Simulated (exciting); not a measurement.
Consider TlIO3, space group R3m.

```
Tl I O
1.0
     3.15079    1.81911    2.65543
    -3.15079    1.81911    2.65543
     0.00000   -3.63822    2.65543
Tl I O
1 1 3
Direct
  0.00875 0.00875 0.00875
  0.50187 0.50187 0.50187
  0.46190 0.46190 0.90329
  0.46190 0.90329 0.46190
  0.90329 0.46190 0.46190
```

Absorber: atom 3, with 1 I at 1.82 Å (terminal, site symmetry m). Method: exciting, all-electron LAPW+lo, LDA, exchange and screened direct term (singlet BSE), 3×3×3 shifted k points, 32 conduction bands, |G+q| up to 3 bohr⁻¹, full RPA screening with nempty = 61, Lorentzian half width 0.45 eV.

Question: Predict the O K near-edge structure at this level.

Bound core exciton? Yes on this mesh: the first bright state (over 5 % of the brightest) lies at -1.40 eV from the Kohn–Sham onset; weaker or dark states reach down to -1.46 eV. Maxima (height): -1.4 eV (1.00), -0.4 eV (1.00), 7.2 eV (0.39), 10.6 eV (0.23), 12.3 eV (0.28), 13.8 eV (0.29) and 16.7 eV (0.19).

Energy from the Kohn–Sham onset, core level to the lowest empty state found on the meshes used; Im ε in relative units:

| E (eV) | Im ε |
| --- | --- |
| -5.5 | 0.02 |
| -5.0 | 0.03 |
| -4.5 | 0.04 |
| -4.0 | 0.05 |
| -3.5 | 0.07 |
| -3.0 | 0.10 |
| -2.5 | 0.18 |
| -2.0 | 0.38 |
| -1.5 | 0.91 |
| -1.0 | 0.92 |
| -0.5 | 0.98 |
| 0.0 | 0.93 |
| 0.5 | 0.88 |
| 1.0 | 0.81 |
| 1.5 | 0.63 |
| 2.0 | 0.56 |
| 2.5 | 0.40 |
| 3.0 | 0.23 |
| 3.5 | 0.14 |
| 4.0 | 0.09 |
| 4.5 | 0.07 |
| 5.0 | 0.07 |
| 5.5 | 0.08 |
| 6.0 | 0.13 |
| 6.5 | 0.27 |
| 7.0 | 0.39 |
| 7.5 | 0.38 |
| 8.0 | 0.37 |
| 8.5 | 0.30 |
| 9.0 | 0.24 |
| 9.5 | 0.21 |
| 10.0 | 0.22 |
| 10.5 | 0.23 |
| 11.0 | 0.22 |
| 11.5 | 0.23 |
| 12.0 | 0.27 |
| 12.5 | 0.26 |
| 13.0 | 0.24 |
| 13.5 | 0.28 |
| 14.0 | 0.29 |
| 14.5 | 0.22 |
| 15.0 | 0.17 |
| 15.5 | 0.16 |
| 16.0 | 0.17 |
| 16.5 | 0.19 |
| 17.0 | 0.18 |
| 17.5 | 0.17 |
| 18.0 | 0.16 |

A mesh of 27 points doesn't converge binding energies, and fine structure above the first lines is partly noise of the mesh. Exchange and the short-range direct term aren't converged in the kernel cutoff. The zero comes from the shifted mesh, which comes near the band minimum without meeting it. The Kohn–Sham onset, 503 eV, is no photon energy: the scale needs a rigid shift. Bands and screening come from semilocal DFT, whose small gap overscreens. Vibrations and energy-dependent lifetimes are left out. The structure is a Materials Project entry, computed there, and may be a hypothetical form.

[Banner, clock and machine lines of the logs are left out without a mark of their own.]

[Logs are printed without paths, hosts, clocks, repeated set-up lines and the standing remarks that a program may print on its own settings, such as how far it seeks lower states.]

[Hosts, paths, dates, database ids (printed as entryN), source tags and the programs' standing remarks are cut or masked in the printed files.]
